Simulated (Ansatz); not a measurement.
# SbAs (model cell, started as CsCl type): following an unstable mode

Aim: this structure of SbAs (model cell, started as CsCl type) is to be tested for unstable modes, and one is followed downhill.

Method: DFT PBEsol, scalar-relativistic, plane waves, PAW, in Ansatz 0.2.0.

The structure was built from a prototype and need not be the compound's stable phase.

## Step 1: The structure

It takes space group Pm-3m (No. 221, cubic). The conventional cell has a = 3.525 Å, b = 3.525 Å, c = 3.525 Å, α = 90.00°, β = 90.00°, γ = 90.00°. Sb has 8 As at 3.05 Å nearest. Nearest to As lie 8 Sb at 3.05 Å. Farther neighbours are not listed.

## Step 2: Phonons on a q mesh

The cell comes from relaxations at this level that are not shown. Stability and thermal properties need the whole zone. Linear response on a 4×4×4 q mesh gives force constants as far as a supercell of that size would.

The input, input.yaml:

```yaml
crystal:
  lattice:
    - [3.5245974121, 0.0, 0.0]
    - [0.0, 3.5245974121, 0.0]
    - [0.0, 0.0, 3.5245974121]
  atoms:
    - { symbol: Sb, position: [0.0, 0.0, 0.0] }
    - { symbol: As, position: [0.5, 0.5, 0.5] }
kpoints:
  mp_grid: { grid: [12, 12, 12] }
hamiltonian:
  xc: pbesol
scf:
  occupations: { method: methfessel_paxton, width: 0.15 }
output:
  eigenvalues: true
phonons:
  method: dfpt
  qmesh: [4, 4, 4]
  temperatures: { t_max: 1000, t_step: 50 }
  qpath:
    path:
      - [[0.0, 0.0, 0.0], [0.0, 0.5, 0.0], [0.5, 0.5, 0.0], [0.0, 0.0, 0.0], [0.5, 0.5, 0.5], [0.0, 0.5, 0.0]]
      - [[0.5, 0.5, 0.5], [0.5, 0.5, 0.0]]
    npoints: 10
```

Started as:

```bash
$ ansatz run input.yaml --threads 4 --pin off --max-ram 7168MiB --backend cpu --events-out ev --progress --plain --runs-dir out
```

Numbers of over 12 decimals in the logs are rounded to 6 here.

What it wrote:

```text
Engine: ansatz 0.2.0, x86_64-unknown-linux-gnu
Pseudopotentials: kind: paw
Pseudopotential: Sb, paw, valence charge 15, recommended cutoff 420 eV (normal), Sb.paw.azcp
Pseudopotential: As, paw, valence charge 15, recommended cutoff 420 eV (normal), As.paw.azcp
Functional definition: PBEsol
  exchange = pbesol_x
  correlation = pbesol_c
Crystal: 2 atoms, lattice volume = 43.785 Å³
Basis set: ecut = 420 eV, 847 PW (Γ), exchange–correlation on 48×48×48 points (8 copies of the dense FFT grid, shifted against one another)
Bands: 19, of which v1, the nominal top of the filled ones, is band 15 counted from 1 (14 counted from 0)
Symmetry: 48 space group operations
k-points: 84 of 1728
Non-local potential: Sb, projectors of the file, l = 0: 2, l = 1: 2, l = 2: 2, l = 3: 2
Non-local potential: As, projectors of the file, l = 0: 2, l = 1: 2, l = 2: 3, l = 3: 1
PAW form: soft (Blöchl's): semilocal exchange-correlation on the pseudo side does not see the compensation charge
PAW frozen core: Sb, regenerated for the run's functional, and the local potential with it (the file was generated under x = pbe(κ = 0.804, μ = 0.219515), c = pbe(β = 0.066725))
PAW frozen core: As, regenerated for the run's functional, and the local potential with it (the file was generated under x = pbe(κ = 0.804, μ = 0.219515), c = pbe(β = 0.066725))
PAW one-centre angular grid: Sb, 590 points (default); XC on 64 Gauss nodes
PAW one-centre angular grid: As, 590 points (default); XC on 64 Gauss nodes
Initial density: superposition of atomic densities (neutral atoms: chi_scale 0, normalization atom), corrected by the library's trained network
Initial wavefunctions: pseudopotential atomic-orbital guess
Functional: x = pbesol(κ = 0.804, μ = 0.123457), c = pbesol(β = 0.046)
SCF iter   1: F=—  HF=-11220.596305 eV  |F-HF|=—  |Δ(HF+E_count)|=         —  Δρ=4.15e-3  dr2=1.41e-2  ethr=1.77e-3  ⟨swp⟩=5.4  Hψ=7375  notcnv=0
preconditioner: auto → Kerker (q_TF=auto, 2.562 Å⁻¹)  [metal: Δε(μ)=0.029 eV  Ē_g=9.591 eV  σ=0.150 eV  W_gap=0.16  n_scr=18 (ndim 8)  ℏωp=17.7 eV  f_vac=0.000  D(μ)=1.02/eV (n_scr^D=6)]
SCF iter   2: F=—  HF=-11220.592263 eV  |F-HF|=—  |Δ(HF+E_count)|=   4.04e-3  S|Δr|=    0.00e0  Δρ=2.28e-3  dr2=3.70e-3  ethr=4.68e-5  ⟨swp⟩=1.5  Hψ=2320  notcnv=0
SCF iter   3: F=—  HF=-11220.591293 eV  |F-HF|=—  |Δ(HF+E_count)|=   9.70e-4  S|Δr|=    0.00e0  Δρ=5.01e-4  dr2=1.93e-4  ethr=1.23e-5  ⟨swp⟩=2.2  Hψ=2862  notcnv=0
SCF iter   4: F=—  HF=-11220.591221 eV  |F-HF|=—  |Δ(HF+E_count)|=   7.13e-5  S|Δr|=    0.00e0  Δρ=2.38e-4  dr2=1.17e-5  ethr=6.42e-7  ⟨swp⟩=2.0  Hψ=2857  notcnv=0
SCF iter   5: F=—  HF=-11220.591220 eV  |F-HF|=—  |Δ(HF+E_count)|=   1.06e-6  S|Δr|=    0.00e0  Δρ=7.99e-5  dr2=1.77e-6  ethr=3.90e-8  ⟨swp⟩=2.0  Hψ=2436  notcnv=0
SCF iter   6: F=—  HF=-11220.591220 eV  |F-HF|=—  |Δ(HF+E_count)|=   4.97e-7  S|Δr|=    0.00e0  Δρ=1.52e-5  dr2=1.05e-7  ethr=5.91e-9  ⟨swp⟩=2.0  Hψ=2438  notcnv=0
SCF iter   7: F=—  HF=-11220.591220 eV  |F-HF|=—  |Δ(HF+E_count)|=   3.43e-9  S|Δr|=    0.00e0  Δρ=5.49e-6  dr2=1.13e-8  ethr=3.51e-10  ⟨swp⟩=1.1  Hψ=1598  notcnv=0
SCF iter   8: F=—  HF=-11220.591220 eV  |F-HF|=—  |Δ(HF+E_count)|=  9.55e-10  S|Δr|=    0.00e0  Δρ=9.49e-7  dr2=2.20e-10  ethr=3.77e-11  ⟨swp⟩=2.3  Hψ=2784  notcnv=0
SCF iter   9: F=-11220.591220 eV  HF=-11220.591220 eV  |F-HF|=9.09e-12  |Δ(HF+E_count)|=  5.64e-11  S|Δr|=    0.00e0  Δρ=1.63e-7  dr2=6.39e-12  ethr=1.00e-12  ⟨swp⟩=4.5  Hψ=8104  notcnv=0
SCF 1 converged in 9 iterations: F = -11220.591220 eV  dr2 = 6.39e-12
  greatest PAW one-centre occupation: 0.999 electrons in one spin orbital (limit 2), on the As atom at site 1 (counted from 0), in its partial waves of l = 2
Initial density: read from a saved state, or passed on in memory by an earlier SCF of this step, an earlier step, the calling program or the single point that the run made first
iter 1 solved again at ethr=7.38e-8 eV; its pass at ethr=3.10e-3 eV (dr2=2.22e-5 eV) is discarded
SCF iter   1: F=—  HF=-11220.591219 eV  |F-HF|=—  |Δ(HF+E_count)|=         —  Δρ=5.82e-7  dr2=6.15e-11  ethr=7.38e-8  ⟨swp⟩=2.8  Hψ=11138  notcnv=0
eigensolver tolerance schedule: the retry pair's looser diagonalisation over-reported the residual by 360063.08 of it (diagonalisation noise at an unbounded share of the residual, at the tolerance the schedule requests for it); recorded, not acted on — ethr = c·dr2/N_el stays at c = 1.0e-1
preconditioner: auto → Resta (q_TF=auto, 2.562 Å⁻¹)  ε∞=4.4  [insulator: Δε(μ)=0.125 eV  Ē_g=9.592 eV  σ=0.150 eV  W_gap=0.51  n_scr=18 (ndim 8)  ℏωp=17.7 eV  f_vac=0.000  D(μ)=1.08/eV (n_scr^D=6)  ε∞_Penn≈4.4]
SCF iter   2: F=—  HF=-11220.591220 eV  |F-HF|=—  |Δ(HF+E_count)|=   1.11e-6  S|Δr|=    0.00e0  Δρ=4.87e-7  dr2=4.53e-11  ethr=1.00e-12  ⟨swp⟩=3.6  Hψ=3895  notcnv=0
SCF iter   3: F=—  HF=-11220.591220 eV  |F-HF|=—  |Δ(HF+E_count)|=  2.18e-11  S|Δr|=    0.00e0  Δρ=3.26e-7  dr2=2.01e-11  ethr=1.00e-12  ⟨swp⟩=1.0  Hψ=1596  notcnv=0
SCF iter   4: F=-11220.591220 eV  HF=-11220.591220 eV  |F-HF|=5.46e-12  |Δ(HF+E_count)|=  1.09e-11  S|Δr|=    0.00e0  Δρ=1.03e-7  dr2=1.85e-12  ethr=1.00e-12  ⟨swp⟩=1.5  Hψ=3916  notcnv=0
SCF 2 converged in 4 iterations: F = -11220.591220 eV  dr2 = 1.85e-12
phonons: the bands overlap, so this run is a metal and interpolates without the dipole-dipole term. If the crystal is really an insulator or semiconductor, its LO-TO splitting is missing
NSCF: frozen V_eff on 84 k-points
NSCF: frozen V_eff on 196 k-points
DFPT response loops at q = (0, 0, 0) (fractional): preconditioner auto → Kerker (q_TF=auto, 2.562 Å⁻¹) (partly filled bands, converged f_vac=0.000); β = 1.00, the filter's whole step (`scf.mixing.beta` (0.50) is not read by the response loops under this deck's `scf.mixing.preconditioner`; to damp them name `kerker` or `kerker_dos`, under which they read `scf.mixing.beta`, and type it under 1.00, their step now; both keys bind the ground state too); Broyden in place of MSR1
NSCF: frozen V_eff on 1176 k-points
DFPT response loops at q = (0, 0, 0.25) (fractional): mixed as the last ones told, above
NSCF: frozen V_eff on 686 k-points
DFPT response loops at q = (0, 0, -0.5) (fractional): mixed as the last ones told, above
NSCF: frozen V_eff on 2016 k-points
DFPT response loops at q = (0, 0.25, 0.25) (fractional): mixed as the last ones told, above
NSCF: frozen V_eff on 1176 k-points
DFPT response loops at q = (0, 0.25, -0.5) (fractional): mixed as the last ones told, above
NSCF: frozen V_eff on 686 k-points
DFPT response loops at q = (0, -0.5, -0.5) (fractional): mixed as the last ones told, above
NSCF: frozen V_eff on 1872 k-points
DFPT response loops at q = (0.25, 0.25, 0.25) (fractional): mixed as the last ones told, above
NSCF: frozen V_eff on 2016 k-points
DFPT response loops at q = (0.25, 0.25, -0.5) (fractional): mixed as the last ones told, above
NSCF: frozen V_eff on 1176 k-points
DFPT response loops at q = (0.25, -0.5, -0.5) (fractional): mixed as the last ones told, above
NSCF: frozen V_eff on 392 k-points
DFPT response loops at q = (-0.5, -0.5, -0.5) (fractional): mixed as the last ones told, above
SCF converged after 9 iterations
Stability not checked: this state was not tested for a lower state beside it, because cold or Methfessel-Paxton smearing, or corrected tetrahedra, fill the levels in a way that the test cannot read (fill_not_monotonic; see scf.lower_state_search)
Free energy (F): -11220.591220 eV
Harris-Foulkes:  -11220.591220 eV  (|F-HF|=9.09e-12)
Internal energy: -11220.591602 eV  (E = F + TS)
E sigma→0 (E₀):  -11220.591315 eV
Entropy (-TS):   0.000382 eV (0.191 meV/atom)
Fermi energy:    12.518310 eV
--- Per-component energies (eV) ---
  E_band       = -331.741138
  E_kinetic    = 310.405286
  E_local      = -2847.625429  (includes V_loc(G=0)·N_el)
  E_nonlocal   = -305.201304
  E_hartree    = 1473.735829
  E_xc         = -217.061806
  E_vxc        = -176.916944  (∫ρ·V_xc dr)
  E_paw        = -6290.845206  (= ΣΔE_a)
  E_vpaw       = -259.874265  (= ΣTr[D̂ρ^β])
  E_aug_tail   = 0.000006  (compensation charges beyond the density's cutoff)
  E_ewald      = -3345.297265
  E_core_change = 1.298286  (= ΣΔE_core)
  E_smearing   = 0.000382  (= −TS)
  E_closure    = 0.000000  (closes the sum)
  Σ components = -11220.591220   (vs F -11220.591220, Δ=0.00e0)
--- Band table (eV; the first three rows and the last of 84) ---
  k-point 0: bands = [... 11 lower, 6.6076, 10.4033, 10.4033, 10.4033, 15.8568, 15.8568, 18.6991, 18.6991]
  k-point 1: bands = [... 11 lower, 6.3228, 10.3557, 10.4888, 10.4888, 15.9315, 16.3857, 18.3064, 18.4236]
  k-point 2: bands = [... 11 lower, 5.5537, 10.3763, 10.7434, 10.7434, 16.1555, 17.0148, 17.6838, 17.6838]
  k-point 83: bands = [... 11 lower, 5.2993, 9.4026, 9.4026, 9.4026, 9.5888, 9.5888, 9.5888, 28.6199]
--- Phonons (Γ-DFPT): 2 representative perturbations + reference (Σ response iterations 6) ---
  ASR residual: 7.353e-5 → 0.000e0 eV/Å²; symmetrization residual: 1.472e-5 eV/Å²
  ASR residual per site (eV/Å²): 1.65e-5 7.35e-5
  Γ frequencies (cm⁻¹): 0.00 0.00 0.00 22.26 22.26 22.26
--- Phonons (arbitrary-q DFPT): 10 irreducible q on the 4×4×4 mesh ---
  q = [0.0000, 0.0000, 0.0000] (star 1, of the zone-centre solve; hermiticity 3.48e-4, symmetrization 5.75e-10): -0.00 -0.00 0.00 22.26 22.26 22.26
  q = [0.0000, 0.0000, 0.2500] (star 6, 4 solved perturbations in 1848 linear systems a pass and spin channel, the states on 588 of 1728 k-point pairs; hermiticity 2.62e-5, symmetrization 1.38e-11): -18.38 -18.38 40.02 40.02 51.12 81.34
  q = [0.0000, 0.0000, -0.5000] (star 3, 4 solved perturbations in 1078 linear systems a pass and spin channel, the states on 343 of 1728 k-point pairs; hermiticity 4.50e-10, symmetrization 5.25e-10): 34.46 34.46 49.60 49.60 116.93 122.79
  q = [0.0000, 0.2500, 0.2500] (star 12, 4 solved perturbations in 3108 linear systems a pass and spin channel, the states on 1008 of 1728 k-point pairs; hermiticity 3.48e-5, symmetrization 2.62e-12): -36.14 -24.26 32.72 45.17 48.07 106.75
  q = [0.0000, 0.2500, -0.5000] (star 12, 6 solved perturbations on 588 of 1728 k-point pairs; hermiticity 1.06e-5, symmetrization 7.98e-8): -67.68 -34.52 53.75 55.64 96.40 101.28
  q = [0.0000, -0.5000, -0.5000] (star 3, 4 solved perturbations in 1078 linear systems a pass and spin channel, the states on 343 of 1728 k-point pairs; hermiticity 1.58e-5, symmetrization 3.14e-10): -100.26 -72.17 49.79 49.79 77.69 77.69
  q = [0.2500, 0.2500, 0.2500] (star 8, 2 solved perturbations on 936 of 1728 k-point pairs; hermiticity 1.97e-5, symmetrization 9.01e-12): 37.99 64.01 64.01 66.22 78.05 78.05
  q = [0.2500, 0.2500, -0.5000] (star 12, 4 solved perturbations in 3108 linear systems a pass and spin channel, the states on 1008 of 1728 k-point pairs; hermiticity 2.20e-5, symmetrization 6.76e-9): 35.48 46.75 75.20 90.58 94.36 96.33
  q = [0.2500, -0.5000, -0.5000] (star 6, 4 solved perturbations in 1848 linear systems a pass and spin channel, the states on 588 of 1728 k-point pairs; hermiticity 1.75e-5, symmetrization 2.11e-9): 44.09 57.65 72.22 72.22 81.65 81.65
  q = [-0.5000, -0.5000, -0.5000] (star 1, 2 solved perturbations on 196 of 1728 k-point pairs; hermiticity 1.89e-11, symmetrization 9.43e-12): 100.04 100.04 100.04 124.00 124.00 124.00
  sum rule: each row above includes the acoustic sum rule's correction from the zone centre's row sums; it moved no ω² by more than (0.52 cm⁻¹)²
  mesh force constants: q→R imaginary residual 1.42e-18; ASR residual 7.353e-5 → 0.000e0 eV/Å²; symmetrization residual 8.882e-16 eV/Å²
  interpolated dispersion: 62 rows × 6 modes
  density of states and harmonic sums: on the 20×20×20 q-mesh, interpolated from the force constants of a 4×4×4 supercell (no non-analytic term)
  largest difference from the sums on the solved wave vectors: F 4.20e-2 eV, S 4.52e-5 and C_V 4.91e-6 eV/K
  zero-point energy: 0.020215 eV/cell   skipped modes (ω ≤ 0): 293, of them read as no rigid motion or as one in doubt: 290 (1.041e0 modes/cell left out, lowest -100.26 cm⁻¹)   left out of the sums: 1.74e-1 of the cell's modes: C_V's classical limit lies that fraction below 3 k_B per atom; for a crystal, a wire or a layer, F and S can be off by more, and a phonons.interpolated_qmesh denser along its periods is the remedy for the sampling
```

Run time: 7.6 min. Hardware: 4 threads of Intel Xeon 6975P-C (Granite Rapids), shared host; peak memory 2.4 GiB.

This step gave:

```
volume per atom                                         : 21.89 Å³
gap on the k-mesh                                       : 0 eV
sum-rule residual before enforcement                    : 7.35e-5 eV/Å²
lowest frequency on the path                            : -100.3 cm⁻¹
point group                                             : m-3m
highest frequency on the path or at a solved wavevector : 124 cm⁻¹
highest optical mode at the zone centre (no LO-TO term) : 22.26 cm⁻¹
lowest optical zone-centre mode                         : 22.26 cm⁻¹
lowest mode on the q mesh (acoustic modes at Γ apart)   : -100.3 cm⁻¹
```

Frequencies (cm⁻¹) solved at each irreducible wavevector; negative means imaginary. Frequencies by wavevector, by row:

| q in reciprocal lattice units | star | mode 1 | mode 2 | mode 3 | mode 4 | mode 5 | mode 6 |
| --- | --- | --- | --- | --- | --- | --- | --- |
| 0 0 0 | 1 | 0 | 0 | 0 | 22.3 | 22.3 | 22.3 |
| 0 0 0.25 | 6 | -18.4 | -18.4 | 40 | 40 | 51.1 | 81.3 |
| 0 0 -0.5 | 3 | 34.5 | 34.5 | 49.6 | 49.6 | 116.9 | 122.8 |
| 0 0.25 0.25 | 12 | -36.1 | -24.3 | 32.7 | 45.2 | 48.1 | 106.8 |
| 0 0.25 -0.5 | 12 | -67.7 | -34.5 | 53.8 | 55.6 | 96.4 | 101.3 |
| 0 -0.5 -0.5 | 3 | -100.3 | -72.2 | 49.8 | 49.8 | 77.7 | 77.7 |
| 0.25 0.25 0.25 | 8 | 38 | 64 | 64 | 66.2 | 78 | 78 |
| 0.25 0.25 -0.5 | 12 | 35.5 | 46.8 | 75.2 | 90.6 | 94.4 | 96.3 |
| 0.25 -0.5 -0.5 | 6 | 44.1 | 57.6 | 72.2 | 72.2 | 81.7 | 81.7 |
| -0.5 -0.5 -0.5 | 1 | 100 | 100 | 100 | 124 | 124 | 124 |

Interpolated from a 4×4×4 q mesh. Phonon branches along the path, in cm⁻¹:

| point | branch 1 | branch 2 | branch 3 | branch 4 | branch 5 | branch 6 |
| --- | --- | --- | --- | --- | --- | --- |
| Γ | 0 | 0 | 0 | 22 | 22 | 22 |
| halfway | -18 | -18 | 40 | 40 | 51 | 81 |
| X | 34 | 34 | 50 | 50 | 117 | 123 |
| halfway | -68 | -34 | 54 | 56 | 96 | 101 |
| M | -100 | -72 | 50 | 50 | 78 | 78 |
| halfway | -36 | -24 | 33 | 45 | 48 | 107 |
| Γ | 0 | 0 | 0 | 22 | 22 | 22 |
| halfway | 38 | 64 | 64 | 66 | 78 | 78 |
| R | 100 | 100 | 100 | 124 | 124 | 124 |
| halfway | 36 | 47 | 75 | 91 | 94 | 96 |
| X | 34 | 34 | 50 | 50 | 117 | 123 |
| jump to R | 100 | 100 | 100 | 124 | 124 | 124 |
| halfway | 44 | 58 | 72 | 72 | 82 | 82 |
| M | -100 | -72 | 50 | 50 | 78 | 78 |

The phonon branches as a text plot (rows in cm⁻¹):

```
    119 |      ***                           ****      ****
    110 |     **  **      ****              *    *    **
    101 |    *     *                     *** **********   **
     91 |     *     **   *    *             **  *****      **
     82 |   *        ****               *   *    *** *     ***
     73 |    *          **     *     *** ***      * **       ****
     63 |                 *         *   *  *       *  *     *
     54 |   *  **************   *      * **        *   ***   ****
     45 |  ****  **          **      ***            *  **    *
     35 | *    ***         *****   *    *           *   **
     26 |  *                    ********             * *
     17 |**       *            * *                    *
      7 |*    *                 *  *
     -2 |                         *
    -12 |  * *                 * *   **
    -21 |   *     **       ****     *
    -30 |                       *
    -40 |                 *  ***
    -49 |          **                                         *
    -58 |            *   * **                                  *
    -68 |             ***                                     * *
    -77 |           *     *
    -86 |            *   *                                     *
    -96 |             ***                                       *
         Γ      X      M          Γ            R        X|R     M
```

Symmetry leaves 10 wavevectors to solve. The lowest mode among them, the acoustic zeros apart, lies at q = (0, -0.5, -0.5) and is imaginary, 100.3i cm⁻¹, so the energy falls along it.

## Step 3: The mode frozen in, largest atomic shift 0 Å

The mode followed lies at q = (0, -0.5, -0.5) with frequency 100.3i cm⁻¹, the softest among the wavevectors solved. At small amplitude the distorted cell has space group no. 129 by a symmetry search on the positions. The undistorted cell that holds it gives the zero of energy on the same k mesh.

System of this step: SbAs (model cell, started as CsCl type). It takes space group Pm-3m (No. 221, cubic). The conventional cell has a = 3.525 Å, b = 3.525 Å, c = 3.525 Å, α = 90.00°, β = 90.00°, γ = 90.00°. Nearest to Sb lie 8 As at 3.05 Å. Nearest to As lie 8 Sb at 3.05 Å. Farther neighbours are not listed.

The input, input.yaml:

```yaml
crystal:
  lattice:
    - [-3.5245974121, 0.0, 0.0]
    - [0.0, -3.5245974121, -3.5245974121]
    - [0.0, -3.5245974121, 3.5245974121]
  atoms:
    - { symbol: Sb, position: [1.0, 0.5, 0.5] }
    - { symbol: Sb, position: [1.0, 1.0, 1.0] }
    - { symbol: As, position: [0.5, 0.0, 0.5] }
    - { symbol: As, position: [0.5, 0.5, 0.0] }
kpoints:
  mp_grid: { grid: [10, 8, 8] }
hamiltonian:
  xc: pbesol
scf:
  occupations: { method: methfessel_paxton, width: 0.15 }
output:
  forces: true
  stress: true
  eigenvalues: true
```

What it wrote:

```text
[...]
Crystal: 4 atoms, lattice volume = 87.571 Å³
Basis set: ecut = 420 eV, 1719 PW (Γ), exchange–correlation on 48×72×72 points (8 copies of the dense FFT grid, shifted against one another)
Bands: 36, of which v1, the nominal top of the filled ones, is band 30 counted from 1 (29 counted from 0)
Symmetry: 32 space group operations
[...]
k-points: 90 of 640
[...]
k-point 0: bands = [... 26 lower, 10.4008, 10.4034, 10.4034, 13.6851, 15.4912, 15.8547, 15.8584, 16.7334, ... 2 higher]
  k-point 1: bands = [... 26 lower, 10.0839, 10.4967, 10.7362, 13.5917, 15.3569, 16.0757, 16.2273, 16.3255, ... 2 higher]
  k-point 2: bands = [... 26 lower, 9.3601, 10.7808, 11.4926, 13.2025, 15.2678, 15.2987, 16.2356, 16.8875, ... 2 higher]
  k-point 89: bands = [... 26 lower, 6.3461, 6.3461, 13.6928, 13.6928, 15.4895, 15.4895, 16.7280, 16.7280, ... 2 higher]
[key lines of the parts left out:]
SCF converged after 7 iterations
Free energy (F): -22441.166109 eV
Fermi energy:    12.507577 eV
P = ⅓ Tr σ = -0.0519 GPa (-0.519 kbar)
```

Elapsed: 4.3 s, on 4 threads; peak memory 0.58 GiB; 15 s of CPU time.

This step gave:

```yaml
pressure: -0.05189 GPa
energy_from_the_undistorted_cell: 0 meV/atom
```

The run ends at a pressure of -0.05 GPa.

[end of part 1 of 2]

[Logs are printed without paths, hosts, clocks, repeated set-up lines and the standing remarks that a program may print on its own settings, such as how far it seeks lower states.]

[Hosts, paths, dates, database ids (printed as entryN), source tags and the programs' standing remarks are cut or masked in the printed files.]
